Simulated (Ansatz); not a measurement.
Consider TiO2 (Anatase).

It takes space group I4_1/amd (No. 141, tetragonal). The conventional cell has a = 3.784 Å, b = 3.784 Å, c = 9.515 Å, α = 90.00°, β = 90.00°, γ = 90.00°. Ti has 6 O at 1.93 to 1.98 Å nearest. O has 3 Ti at 1.93 to 1.98 Å nearest. Farther neighbours and most contacts between anions are not listed.

```xyz
6
Lattice="-1.8921 1.8921 4.7573 1.8921 -1.8921 4.7573 1.8921 1.8921 -4.7573" Properties=species:S:1:pos:R:3 pbc="T T T"
Ti    0.0000    0.0000    0.0000
Ti    0.0000    1.8921    2.3786
O     0.0000    0.0000    1.9800
O     0.0000    1.8921    4.3586
O     0.0000    1.8921    0.3987
O     0.0000    0.0000    7.5346
```

The cell and positions come from the Crystallography Open Database and are kept as given unless a step says otherwise. PAW set soft_1, made with PBE.

Gaps computed with Ansatz 0.2.0 without a self-energy: PBE 2.12 eV, HSE06 3.62 eV, PBE0 4.36 eV and DDH-PBE0 3.43 eV.

**Question.** Estimate the G0W0@PBE gap with 6×6×6 mesh, 539 empty bands, screening to 230 eV, default PAW files.

About 3.61 eV: on its mesh the run moves the gap from 2.17 eV by +1.49 eV, and the mesh misses the edges by 0.05 eV. Among the scalar-relativistic levels given, HSE06 is nearest (+0.01 eV). Bands and cutoff are finite, so the gap is not at the basis limit. The miss can reach some tenths of an eV and take either sign; the mesh is an error of its own.

[Paths, hosts, dates, memory and timing lines, banners, echoed tables and standing remarks are left out of the program output.]

[Logs are printed without paths, hosts, clocks, repeated set-up lines and the standing remarks that a program may print on its own settings, such as how far it seeks lower states.]

[Runs of the session that timed out or met a known fault of the program may be left out.]

[Cells called generated may have been cut or substituted from an entry of the Crystallography Open Database or the Materials Project.]

[Hosts, paths, dates, database ids (printed as entryN), source tags and the programs' standing remarks are cut or masked in the printed files.]
